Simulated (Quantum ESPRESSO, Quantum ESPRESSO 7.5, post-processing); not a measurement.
## 1T-SnO2, 1 layer, stepped through the share of short-range exact exchange

What law, if any, do the results for 1T-SnO2, 1 layer follow against the share of short-range exact exchange?

Main program and level: Quantum ESPRESSO 7.5; plane-wave DFT, PBE, SG15 norm-conserving pseudopotentials (geometry by pw.x at PBE, GBRV ultrasoft).

Most raw output is cut from this account.

### Step 1. The starting structure

The cell holds 3 atoms: 2 O and 1 Sn. Cell: a = 3.220 Å, b = 3.220 Å, c = 16.789 Å, α = 90.0°, β = 90.0°, γ = 120.0°. It derives from SnO2. Vacuum lies along c.

Set-up: Cell and atoms are relaxed under PBE (GBRV files) and held. Screened hybrids with norm-conserving files, screening 0.106 per bohr, fixed occupations, a 9×9×1 mesh with exchange on 3×3×1 q points. Levels count from the potential in the middle of the vacuum.

Members 0.15, 0.2 and 0.25 took the same steps and show in the table alone.

This sheet is a model structure: its symmetry is held, and its stability is not tested here.

### Step 2. Variable-cell relaxation of the reference

What the set-up leaves free in this member is relaxed.

The input, ref.relax.in:

```
&control
  prefix = 'ref.relax'
  outdir = './out'
  pseudo_dir = './pseudo'
  nstep = 80
  forc_conv_thr = 0.0004
  calculation = 'vc-relax'
  etot_conv_thr = 1e-06
/
&system
  ibrav = 0
  nat = 3
  ntyp = 2
  ecutwfc = 50
  ecutrho = 250
  occupations = 'smearing'
  smearing = 'fd'
  degauss = 0.004
/
&electrons
  conv_thr = 1e-09
  mixing_beta = 0.4
  electron_maxstep = 120
  mixing_mode = 'plain'
/
&ions
/
&cell
  cell_dofree = '2Dxy'
  press_conv_thr = 0.3
/
ATOMIC_SPECIES
  O   15.9990  o_pbe_v1.2.uspp.F.UPF
  Sn  118.7100  sn_pbe_v1.4.uspp.F.UPF
CELL_PARAMETERS angstrom
  3.22000000000000 0.00000000000000 0.00000000000000
  -1.61000000000000 2.78860180018589 0.00000000000000
  0.00000000000000 0.00000000000000 16.78885438199983
ATOMIC_POSITIONS crystal
  O   0.666666666700 0.333333333300 0.446724941997
  Sn  0.000000000000 0.000000000000 0.500000000000
  O   0.333333333300 0.666666666700 0.553275058003
K_POINTS automatic
  12 12 1 0 0 0
```

Run with:

```bash
> OMP_NUM_THREADS=1 mpirun -n 4 pw.x -nk 4 -in ref.relax.in > ref.relax.out
```

Run time: 75 s. Hardware: 4 MPI ranks of Intel Xeon 6975P-C (Granite Rapids), shared host; peak memory 0.67 GiB; 5 min of CPU time.

Relaxation path:

```tsv
step	energy less that of the first step (eV)	largest force (eV/Å)	volume (Å³)
1	0.0000	1.7584	150.75
2	-0.1218	1.0813	152.28
3	-0.1848	0.4445	153.35
4	-0.1983	0.0984	153.42
5	-0.2021	0.0086	152.93
6	-0.2062	0.0452	152.02
7	-0.2094	0.0539	150.65
8	-0.2098	0.0199	150.16
9	-0.2099	0.0036	150.15
10	-0.2099	0.0001	150.17
11	-0.2081	0.0003	150.17
```

```tsv
cell as run	before	after	change
a (Å)	3.220	3.214	-0.2 %
b (Å)	3.220	3.214	-0.2 %
```

The atoms that moved most (Å, along periodic axes as changes of fractional coordinates times the final cell, across vacuum about the mean position):

```tsv
atom	dx	dy	dz	length
O3	0.000	0.000	0.125	0.125
O1	0.000	0.000	-0.125	0.125
```

The relaxed structure:

```
CELL_PARAMETERS angstrom
3.21381 0.00000 0.00000
-1.60691 2.78324 0.00000
0.00000 0.00000 16.78885
ATOMIC_POSITIONS crystal
O 0.66667 0.33333 0.43930
Sn 0.00000 0.00000 0.50000
O 0.33333 0.66667 0.56070
```

 The last row is no step: it is a fresh SCF in the final cell with a new plane-wave basis, +2 meV from the row before.

This step gave:

```
free energy  : -3045.9745 eV
Fermi energy : -2.987 eV
```

### Step 3. Self-consistent run, 0

The self-consistent run of this member.

Level of this step: plane-wave DFT, PBE, SG15 norm-conserving pseudopotentials (Quantum ESPRESSO 7.5).

The input, m0.scf.in:

```
&control
  prefix = 'm0.scf'
  outdir = './out'
  pseudo_dir = './pseudo'
  calculation = 'scf'
  tprnfor = .true.
/
&system
  ibrav = 0
  nat = 3
  ntyp = 2
  ecutwfc = 60
  ecutrho = 240
  occupations = 'fixed'
  nbnd = 16
/
&electrons
  conv_thr = 1e-08
  mixing_beta = 0.6
  electron_maxstep = 120
/
ATOMIC_SPECIES
  O   15.9990  O_ONCV_PBE-1.2.upf
  Sn  118.7100  Sn_ONCV_PBE-1.2.upf
CELL_PARAMETERS angstrom
  3.21381049600000 0.00000000000000 0.00000000000000
  -1.60690524800000 2.78324153200000 0.00000000000000
  0.00000000000000 0.00000000000000 16.78885438200000
ATOMIC_POSITIONS crystal
  O   0.666666666700 0.333333333300 0.439298387500
  Sn  0.000000000000 0.000000000000 0.500000000000
  O   0.333333333300 0.666666666700 0.560701612500
K_POINTS automatic
  9 9 1 0 0 0
```

Run with:

```bash
> OMP_NUM_THREADS=1 mpirun -n 4 pw.x -nk 4 -in m0.scf.in > m0.scf.out
```

It took 4.9 s on 4 MPI ranks; peak memory 0.38 GiB; 18 s of CPU time.

Read from the output:

| Item | Value |
| --- | --- |
| free energy | -2510.8079 eV |
| valence top, on the run's zero | -3.898 eV |
| conduction bottom, on the run's zero | -1.238 eV |
| gap by band count | 2.659 eV |

### Step 4. Electrostatic potential, 0

plot_num = 11 writes the bare and Hartree potential, from which vacuum levels or, in a crystal, the mean potential are read.

The input, m0.pot.in:

```
&inputpp
  prefix = 'm0.scf'
  outdir = './out'
  filplot = 'm0.pot.dat'
  plot_num = 11
/
```

Run with:

```bash
> OMP_NUM_THREADS=1 mpirun -n 4 pp.x -in m0.pot.in > m0.pot.out
```

Elapsed: 1.2 s, on 4 MPI ranks; peak memory 0.09 GiB; 3.5 s of CPU time.

This step gave:

```
potential in the middle of the vacuum, over the valence top : 8.403 eV
```

Electrostatic potential energy of an electron; zero at the highest filled level of the SCF mesh. The potential energy, planar mean by z:

```tsv
z (Å)	potential energy, planar mean (eV)
0.0	8.40
0.5	8.40
1.0	8.40
1.5	8.40
2.0	8.40
2.5	8.40
3.0	8.40
3.5	8.40
4.0	8.40
4.5	8.40
5.0	8.40
5.5	8.37
6.0	8.22
6.5	7.32
7.0	1.51
7.5	-8.59
8.0	-11.0
8.5	-16.0
9.0	-8.00
9.5	-6.61
10.0	5.23
10.5	7.89
11.0	8.31
11.5	8.39
12.0	8.40
12.5	8.40
13.0	8.40
13.5	8.40
14.0	8.40
14.5	8.40
15.0	8.40
15.5	8.40
16.0	8.40
16.5	8.40
```

### Step 5. SCF with pw.x, 0.1

Level of this step: plane-wave DFT, screened hybrid with 0.1 exact exchange, SG15 norm-conserving pseudopotentials (Quantum ESPRESSO 7.5). input_dft overrides the functional of the files.

m1.scf.in is the input of step 3 with these lines changed:

```diff
@@ -1,3 +1,3 @@
 &control
-  prefix = 'm0.scf'
+  prefix = 'm1.scf'
   outdir = './out'
@@ -15,2 +15,8 @@
   nbnd = 16
+  input_dft = 'hse'
+  exx_fraction = 0.1
+  nqx1 = 3
+  nqx2 = 3
+  nqx3 = 1
+  ecutfock = 60
 /
```

Run with:

```bash
> OMP_NUM_THREADS=1 mpirun -n 4 pw.x -nk 4 -in m1.scf.in > m1.scf.out
```

The job ended after 25 s (4 MPI ranks; peak memory 2.5 GiB).

This step gave:

* free energy: -2507.1321 eV
* valence top, on the run's zero: -4.392 eV
* conduction bottom, on the run's zero: -1.169 eV
* gap by band count: 3.223 eV

### Step 6. Self-consistent run, 0.3

Level of this step: plane-wave DFT, screened hybrid with 0.3 exact exchange, SG15 norm-conserving pseudopotentials (Quantum ESPRESSO 7.5). input_dft overrides the functional of the files.

m5.scf.in is the input of step 5 with these lines changed:

```diff
@@ -1,3 +1,3 @@
 &control
-  prefix = 'm1.scf'
+  prefix = 'm5.scf'
   outdir = './out'
@@ -16,3 +16,3 @@
   input_dft = 'hse'
-  exx_fraction = 0.1
+  exx_fraction = 0.3
   nqx1 = 3
```

Run with:

```bash
> OMP_NUM_THREADS=1 mpirun -n 4 pw.x -nk 4 -in m5.scf.in > m5.scf.out
```

The job ended after 37 s (4 MPI ranks; peak memory 2.5 GiB).

Read from the output:

| Quantity | Value |
| --- | --- |
| free energy | -2499.8694 eV |
| valence top, on the run's zero | -5.390 eV |
| conduction bottom, on the run's zero | -0.9864 eV |
| gap by band count | 4.404 eV |

### Step 7. SCF with pw.x, 0.4

Level of this step: plane-wave DFT, screened hybrid with 0.4 exact exchange, SG15 norm-conserving pseudopotentials (Quantum ESPRESSO 7.5). input_dft overrides the functional of the files.

m6.scf.in is the input of step 6 with these lines changed:

```diff
@@ -1,3 +1,3 @@
 &control
-  prefix = 'm5.scf'
+  prefix = 'm6.scf'
   outdir = './out'
@@ -16,3 +16,3 @@
   input_dft = 'hse'
-  exx_fraction = 0.3
+  exx_fraction = 0.4
   nqx1 = 3
```

Run with:

```bash
> OMP_NUM_THREADS=1 mpirun -n 4 pw.x -nk 4 -in m6.scf.in > m6.scf.out
```

Elapsed: 36 s, on 4 MPI ranks; peak memory 2.5 GiB; 2.4 min of CPU time.

This step gave:

```
free energy                          : -2496.2802 eV
valence top, on the run's zero       : -5.893 eV
conduction bottom, on the run's zero : -0.8762 eV
gap by band count                    : 5.017 eV
```

### Step 8. The series side by side

The series in one table:

```tsv
the share of short-range exact exchange (0.25 is HSE06, 0 is PBE)	gap on the mesh (eV)	vacuum level over the valence top (eV)
0	2.659	8.403
0.1	3.223	8.894
0.15	3.511	9.141
0.2	3.805	9.388
0.25	4.102	9.637
0.3	4.404	9.887
0.4	5.017	10.39
```

### Step 9. A check by hand

A line through all members has gap = 2.638 + 5.897 α eV and misses single members by up to 0.022 eV; a gap of 3.16 eV, 0.5 above the first member's, would need α = (3.16 − 2.638)/5.897 = 0.09.

### Step 10. What came out

| Quantity | Value |
| --- | --- |
| gap at a share of 0.25 (HSE06) | 4.10 eV |
| gap on the mesh, at 0 and at 0.4 | 2.66, 5.02 eV |
| vacuum level over the valence top, at 0 and at 0.4 | 8.40, 10.39 eV |

**Reading.** The series holds 7 members; gap at a share of 0.25 (HSE06): 4.10 eV. From 0 to 0.4 the gap on the mesh rises from 2.66 to 5.02 eV. From 0 to 0.4 the vacuum level over the valence top rises from 8.40 to 10.39 eV. The valence top sinks by 4.96 eV and the gap opens by 5.90 eV per unit share, so the valence top carries 84 % of the opening. Gaps are those of the mesh; no spin-orbit coupling; the q mesh was not tested; the geometry stays that of PBE.

[Logs are printed without paths, hosts, clocks, repeated set-up lines and the standing remarks that a program may print on its own settings, such as how far it seeks lower states.]

[Hosts, paths, dates, database ids (printed as entryN), source tags and the programs' standing remarks are cut or masked in the printed files.]

[Maps of the electrostatic potential energy from Ansatz leave out the sawtooth potential of an applied field or a dipole correction, so their vacuum need not be flat; planar profiles and work functions include it.]
